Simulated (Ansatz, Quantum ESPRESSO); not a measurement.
# MgS(001): dielectric constant from slabs in a field, part 4 of 7

Aim: the dielectric constant along the normal from slabs of two thicknesses in a field, starting with MgS(001), 5 layers.

Quantum ESPRESSO 7.5; plane-wave DFT, PBE, GBRV ultrasoft pseudopotentials; geometry by Ansatz 0.2.0 with PAW datasets.

So far. Step 6 (Electrostatic potential, 5 layers): The slope in the vacuum is 0.100 eV/Å for an applied 0.10 V/Å, as it should be. Step 7 (Clamped-ion dielectric constant from the field inside …): ε = 0.1000 / 0.0183 = 5.46.

## Step 8: Relaxation with pw.x, 5 layers: ions relaxed in a field of 0.0 V/Å

For the ionic share, the slab is first relaxed tightly without a field, by the same code.

n5.r0.in reads:

```
&control
  prefix = 'n5.r0'
  outdir = './out'
  pseudo_dir = './pseudo'
  nstep = 30
  forc_conv_thr = 5e-05
  calculation = 'relax'
  tefield = .true.
  dipfield = .true.
  etot_conv_thr = 1e-07
/
&system
  ibrav = 0
  nat = 10
  ntyp = 2
  ecutwfc = 40
  ecutrho = 200
  occupations = 'fixed'
  edir = 3
  emaxpos = 0.97
  eopreg = 0.04
  eamp = 0.0
/
&electrons
  conv_thr = 1e-10
  mixing_beta = 0.5
  electron_maxstep = 120
/
&ions
/
ATOMIC_SPECIES
  Mg  24.3050  mg_pbe_v1.4.uspp.F.UPF
  S   32.0600  s_pbe_v1.4.uspp.F.UPF
CELL_PARAMETERS angstrom
  3.69816846560000 0.00000000000000 0.00000000000000
  0.00000000000000 3.69816846560000 0.00000000000000
  0.00000000000000 0.00000000000000 26.46000000000000
ATOMIC_POSITIONS crystal
  Mg  -0.000000000000 0.000000000000 0.307062494008
  S   0.500000000000 0.500000000000 0.299543126174
  Mg  0.500000000000 0.500000000000 0.399245262522
  S   -0.000000000000 0.000000000000 0.402016498469
  Mg  -0.000000000000 0.000000000000 0.500000002397
  S   0.500000000000 0.500000000000 0.499999995728
  Mg  0.500000000000 0.500000000000 0.600754743960
  S   0.000000000000 0.000000000000 0.597983497093
  Mg  0.000000000000 0.000000000000 0.692937510246
  S   0.500000000000 0.500000000000 0.700456869403
K_POINTS automatic
  6 6 1 0 0 0
```

Started as:

```bash
OMP_NUM_THREADS=1 mpirun -n 8 pw.x -nk 2 -in n5.r0.in > n5.r0.out
```

Output:

```text
[banner, memory and clock lines left out]
Program PWSCF v.7.5 starts
[citation notice left out]

[...]
bravais-lattice index     =            0
     lattice parameter (alat)  =       6.9885  a.u.
     unit-cell volume          =    2442.0796 (a.u.)^3
     number of atoms/cell      =           10
     number of atomic types    =            2
     number of electrons       =        80.00
     number of Kohn-Sham states=           40
     kinetic-energy cutoff     =      40.0000  Ry
     charge density cutoff     =     200.0000  Ry
     scf convergence threshold =      1.0E-10
     mixing beta               =       0.5000
     number of iterations used =            8  plain     mixing
     energy convergence thresh.=      1.0E-07
     force convergence thresh. =      5.0E-05
     Exchange-correlation=  SLA  PW   PBX  PBC
                           (   1   4   3   4   0   0   0)
     nstep                     =           30

[...]
PseudoPot. # 1 for Mg read from file:
     ./pseudo/mg_pbe_v1.4.uspp.F.UPF
     Pseudo is Ultrasoft, Zval = 10.0
     Generated by new atomic code, or converted to UPF format
     Using radial grid of  821 points,  7 beta functions with:
                l(1) =   0
                l(2) =   0
                l(3) =   0
                l(4) =   1
                l(5) =   1
                l(6) =   2
                l(7) =   2
     Q(r) pseudized with  8 coefficients,  rinner =    1.200   1.200   1.200
                                                       1.200   1.200

     PseudoPot. # 2 for S  read from file:
     ./pseudo/s_pbe_v1.4.uspp.F.UPF
     Pseudo is Ultrasoft + core correction, Zval =  6.0
     Generated by new atomic code, or converted to UPF format
     Using radial grid of  907 points,  6 beta functions with:
                l(1) =   0
                l(2) =   0
                l(3) =   1
                l(4) =   1
                l(5) =   2
                l(6) =   2
     Q(r) pseudized with  8 coefficients,  rinner =    1.300   1.300   1.300
                                                       1.300   1.300

     atomic species   valence    mass     pseudopotential
     Mg               10.00    24.30500     Mg( 1.00)
     S                 6.00    32.06000     S ( 1.00)

     No symmetry found

[...]
number of k points=    20
[...]
Dense  grid:   116705 G-vectors     FFT dimensions: (  32,  32, 225)

     Smooth grid:    83325 G-vectors     FFT dimensions: (  30,  30, 216)

     Initial potential from superposition of free atoms

     starting charge      78.4987, renormalised to      80.0000

     negative rho (up, down):  7.543E-04 0.000E+00

     Adding external electric field

     Computed dipole along edir(3) :
        Dipole                0.0000 Ry au,          0.0000 Debye
        Dipole field          0.0000 Ry au,

        Potential amp.       -0.0000 Ry
        Total length         48.0021 bohr

     Starting wfcs are   45 randomized atomic wfcs

     per-process dynamical memory:    48.6 Mb

     Self-consistent Calculation

     iteration #  1     ecut=    40.00 Ry     beta= 0.50
     Davidson diagonalization with overlap
     ethr =  1.00E-02,  avg # of iterations =  2.0

     negative rho (up, down):  2.685E-04 0.000E+00

     Adding external electric field

     Computed dipole along edir(3) :
        Dipole               -0.0010 Ry au,         -0.0025 Debye
        Dipole field         -0.0000 Ry au,

        Potential amp.        0.0005 Ry
        Total length         48.0021 bohr

     total energy              =    -747.88308249 Ry
     estimated scf accuracy    <       1.01540923 Ry

     iteration #  2     ecut=    40.00 Ry     beta= 0.50
[...]
negative rho (up, down):  1.524E-04 0.000E+00

[...]
Dipole                0.0015 Ry au,          0.0039 Debye
[...]
total energy              =    -748.11466446 Ry
     estimated scf accuracy    <       0.05946432 Ry

     iteration #  3     ecut=    40.00 Ry     beta= 0.50
[...]
negative rho (up, down):  1.245E-04 0.000E+00

[...]
Dipole               -0.0015 Ry au,         -0.0039 Debye
[...]
total energy              =    -748.11642241 Ry
     estimated scf accuracy    <       0.01110796 Ry

     iteration #  4     ecut=    40.00 Ry     beta= 0.50
[...]
negative rho (up, down):  1.005E-04 0.000E+00

[...]
Dipole                0.0012 Ry au,          0.0029 Debye
[...]
total energy              =    -748.11746390 Ry
     estimated scf accuracy    <       0.00078032 Ry

     iteration #  5     ecut=    40.00 Ry     beta= 0.50
[...]
negative rho (up, down):  8.687E-05 0.000E+00

[...]
Dipole               -0.0009 Ry au,         -0.0023 Debye
[...]
total energy              =    -748.11755906 Ry
     estimated scf accuracy    <       0.00019809 Ry

     iteration #  6     ecut=    40.00 Ry     beta= 0.50
[...]
negative rho (up, down):  8.027E-05 0.000E+00

[...]
Dipole                0.0007 Ry au,          0.0019 Debye
[...]
total energy              =    -748.11760988 Ry
     estimated scf accuracy    <       0.00002558 Ry

[...]
iteration # 10     ecut=    40.00 Ry     beta= 0.50
[...]
negative rho (up, down):  7.354E-05 0.000E+00

[...]
Dipole               -0.0000 Ry au,         -0.0001 Debye
[...]
total energy              =    -748.11761630 Ry
     estimated scf accuracy    <       0.00000010 Ry

     iteration # 11     ecut=    40.00 Ry     beta= 0.50
[...]
negative rho (up, down):  7.329E-05 0.000E+00

[...]
total energy              =    -748.11761632 Ry
     estimated scf accuracy    <          1.9E-09 Ry

     iteration # 13     ecut=    40.00 Ry     beta= 0.50
[...]
negative rho (up, down):  7.304E-05 0.000E+00

[...]
Dipole                0.0000 Ry au,          0.0001 Debye
[...]
End of self-consistent calculation

          k = 0.0000 0.0000 0.0000 ( 10313 PWs)   bands (ev):

   -74.7585 -74.7585 -74.4771 -74.4771 -74.4375 -41.5573 -41.5573 -41.5038
   -41.5038 -41.5038 -41.5038 -41.2466 -41.2466 -41.2466 -41.2466 -41.2333
   -41.2332 -41.2089 -41.1998 -41.1998 -12.1993 -11.9041 -11.3112 -10.9851
   -10.7480  -3.5936  -2.9482  -1.7981  -1.2669  -1.2669  -0.9850  -0.9850
    -0.9276  -0.4466  -0.4466  -0.1370  -0.1218  -0.1218   0.1710   0.1710

          k = 0.0000 0.1667 0.0000 ( 10364 PWs)   bands (ev):

   -74.7584 -74.7584 -74.4771 -74.4771 -74.4375 -41.5573 -41.5573 -41.5046
   -41.5046 -41.5037 -41.5037 -41.2474 -41.2474 -41.2465 -41.2465 -41.2332
   -41.2332 -41.2088 -41.2006 -41.1997 -12.0325 -11.7587 -11.1903 -10.8999
   -10.7098  -3.4820  -3.1290  -2.4662  -2.1540  -1.4967  -1.4851  -1.1307
    -0.9914  -0.8723  -0.7492  -0.3624  -0.1773  -0.0799   0.0156   0.1594

[...]
highest occupied level (ev):     0.1710

!    total energy              =    -748.11761632 Ry
     estimated scf accuracy    <          9.2E-11 Ry

     The total energy is the sum of the following terms:
     one-electron contribution =   -4148.12873946 Ry
     hartree contribution      =    2065.78405133 Ry
     xc contribution           =    -127.23907290 Ry
     ewald contribution        =    1461.46614471 Ry
     electric field correction =       0.00000000 Ry

     convergence has been achieved in  13 iterations

     negative rho (up, down):  7.304E-05 0.000E+00

     Forces acting on atoms (cartesian axes, Ry/au):

     atom    1 type  1   force =     0.00000000   -0.00000006    0.00017608
     atom    2 type  2   force =     0.00000001    0.00000001    0.00015393
     atom    3 type  1   force =    -0.00000002    0.00000006    0.00004059
     atom    4 type  2   force =    -0.00000001   -0.00000001    0.00003170
     atom    5 type  1   force =     0.00000002   -0.00000000    0.00000119
     atom    6 type  2   force =    -0.00000001   -0.00000001   -0.00000086
     atom    7 type  1   force =    -0.00000003   -0.00000001   -0.00003955
     atom    8 type  2   force =     0.00000003    0.00000000   -0.00003675
     atom    9 type  1   force =    -0.00000001    0.00000001   -0.00017015
     atom   10 type  2   force =     0.00000002    0.00000002   -0.00015618

     Total force =     0.000337     Total SCF correction =     0.000035
     SCF correction compared to forces is large: reduce conv_thr to get better values

     BFGS Geometry Optimization
     Energy error            =      1.1E-07 Ry
     Gradient error          =      1.8E-04 Ry/Bohr

     number of scf cycles    =   1
     number of bfgs steps    =   0

     energy             new  =    -748.1176163181 Ry

     new trust radius        =       0.0001760776 bohr
     new conv_thr            =            1.0E-10 Ry

ATOMIC_POSITIONS (crystal)
Mg               0.0000000002       -0.0000000080        0.3070660154
S                0.5000000011        0.5000000008        0.2995462047
Mg               0.4999999977        0.5000000081        0.3992460742
S               -0.0000000016       -0.0000000019        0.4020171324
Mg               0.0000000028       -0.0000000001        0.5000000262
S                0.4999999987        0.4999999991        0.4999999786
Mg               0.4999999960        0.4999999985        0.6007539529
S                0.0000000036        0.0000000005        0.5979827621
Mg              -0.0000000021        0.0000000009        0.6929341073
S                0.5000000035        0.5000000022        0.7004537460

[...]
NEW-OLD atomic charge density approx. for the potential

     negative rho (up, down):  7.317E-05 0.000E+00

     Adding external electric field

     Computed dipole along edir(3) :
        Dipole                0.0000 Ry au,          0.0001 Debye
        Dipole field          0.0000 Ry au,

        Potential amp.       -0.0000 Ry
        Total length         48.0021 bohr

     per-process dynamical memory:    55.0 Mb

[...]
!    total energy              =    -748.11761642 Ry
[...]
Total force =     0.000330     Total SCF correction =     0.000036
[...]
number of bfgs steps    =   1
[...]
energy             new  =    -748.1176164237 Ry
[...]
WARNING: bfgs curvature condition failed, Theta= 0.821
     new trust radius        =       0.0001936854 bohr
[...]
!    total energy              =    -748.11761654 Ry
[...]
Total force =     0.000317     Total SCF correction =     0.000004
[...]
number of bfgs steps    =   2
[...]
energy             new  =    -748.1176165438 Ry
[...]
new trust radius        =       0.0002905280 bohr
[...]
!    total energy              =    -748.11761672 Ry
[...]
Total force =     0.000299     Total SCF correction =     0.000002
[...]
number of bfgs steps    =   3
[...]
energy             new  =    -748.1176167207 Ry
[...]
new trust radius        =       0.0004357920 bohr
[...]
!    total energy              =    -748.11761697 Ry
[...]
Total force =     0.000278     Total SCF correction =     0.000003
[...]
number of bfgs steps    =   4
[...]
energy             new  =    -748.1176169686 Ry
[...]
new trust radius        =       0.0006536881 bohr
[...]
!    total energy              =    -748.11761820 Ry
[...]
Total force =     0.000212     Total SCF correction =     0.000001
[...]
number of bfgs steps    =   7
[...]
energy             new  =    -748.1176181971 Ry
[...]
new trust radius        =       0.0021954715 bohr
[...]
iteration # 10     ecut=    40.00 Ry     beta= 0.50
[...]
negative rho (up, down):  7.306E-05 0.000E+00

[...]
Dipole                0.0001 Ry au,          0.0002 Debye
[...]
End of self-consistent calculation

          k = 0.0000 0.0000 0.0000 ( 10313 PWs)   bands (ev):

   -74.7578 -74.7574 -74.4753 -74.4751 -74.4356 -41.5566 -41.5562 -41.5031
   -41.5031 -41.5027 -41.5027 -41.2448 -41.2448 -41.2447 -41.2447 -41.2313
   -41.2312 -41.2070 -41.1980 -41.1980 -12.2019 -11.9066 -11.3123 -10.9856
   -10.7476  -3.5956  -2.9503  -1.7993  -1.2692  -1.2692  -0.9872  -0.9872
    -0.9293  -0.4474  -0.4474  -0.1384  -0.1219  -0.1219   0.1719   0.1719

          k = 0.0000 0.1667 0.0000 ( 10364 PWs)   bands (ev):

   -74.7577 -74.7573 -74.4753 -74.4751 -74.4356 -41.5565 -41.5561 -41.5039
   -41.5035 -41.5031 -41.5027 -41.2456 -41.2455 -41.2448 -41.2446 -41.2313
   -41.2311 -41.2069 -41.1987 -41.1979 -12.0351 -11.7611 -11.1913 -10.9005
   -10.7098  -3.4843  -3.1315  -2.4683  -2.1562  -1.4976  -1.4856  -1.1329
    -0.9909  -0.8744  -0.7497  -0.3633  -0.1773  -0.0801   0.0150   0.1600

[...]
-1.5024  -1.2472  -0.8556  -0.8440  -0.6190  -0.6051  -0.3051  -0.2635
```

The job ended after 5.2 min (8 MPI ranks of Arm Neoverse V2, shared host; peak memory 1.1 GiB; 42 min of CPU time).

No atom moved by 0.005 Å in the relaxation.

Read from the output:

| Property | Result |
| --- | --- |
| free energy | -10178.6587 eV |
| dipole along the normal | -4.16e-5 e·Å |
| valence top, on the run's zero | 0.172 eV |

## Step 9: Electrostatic potential, 5 layers

n5.r0.pot.in reads:

```
&inputpp
  prefix = 'n5.r0'
  outdir = './out'
  filplot = 'n5.r0.pot.dat'
  plot_num = 11
/
```

Started as:

```bash
OMP_NUM_THREADS=1 mpirun -n 8 pp.x -in n5.r0.pot.in > n5.r0.pot.out
```

Run time: 0.93 s. Hardware: 8 MPI ranks; peak memory 0.11 GiB.

Read from the output:

* slope of the potential above: 8.33e-5 eV/Å
* upper vacuum line continued to the top atoms, over the valence top: 5.518 eV
* slope of the potential below: -4.87e-5 eV/Å
* lower vacuum line continued to the bottom atoms, over the valence top: 5.518 eV
* vacuum level at the upper face over the valence top of the mesh: 5.519 eV
* vacuum level at the lower face over the valence top of the mesh: 5.518 eV

(Continued in part 5 of 7.)

[Logs are printed without paths, hosts, clocks, repeated set-up lines and the standing remarks that a program may print on its own settings, such as how far it seeks lower states.]

[Hosts, paths, dates, database ids (printed as entryN), source tags and the programs' standing remarks are cut or masked in the printed files.]

[Maps of the electrostatic potential energy from Ansatz leave out the sawtooth potential of an applied field or a dipole correction, so their vacuum need not be flat; planar profiles and work functions include it.]
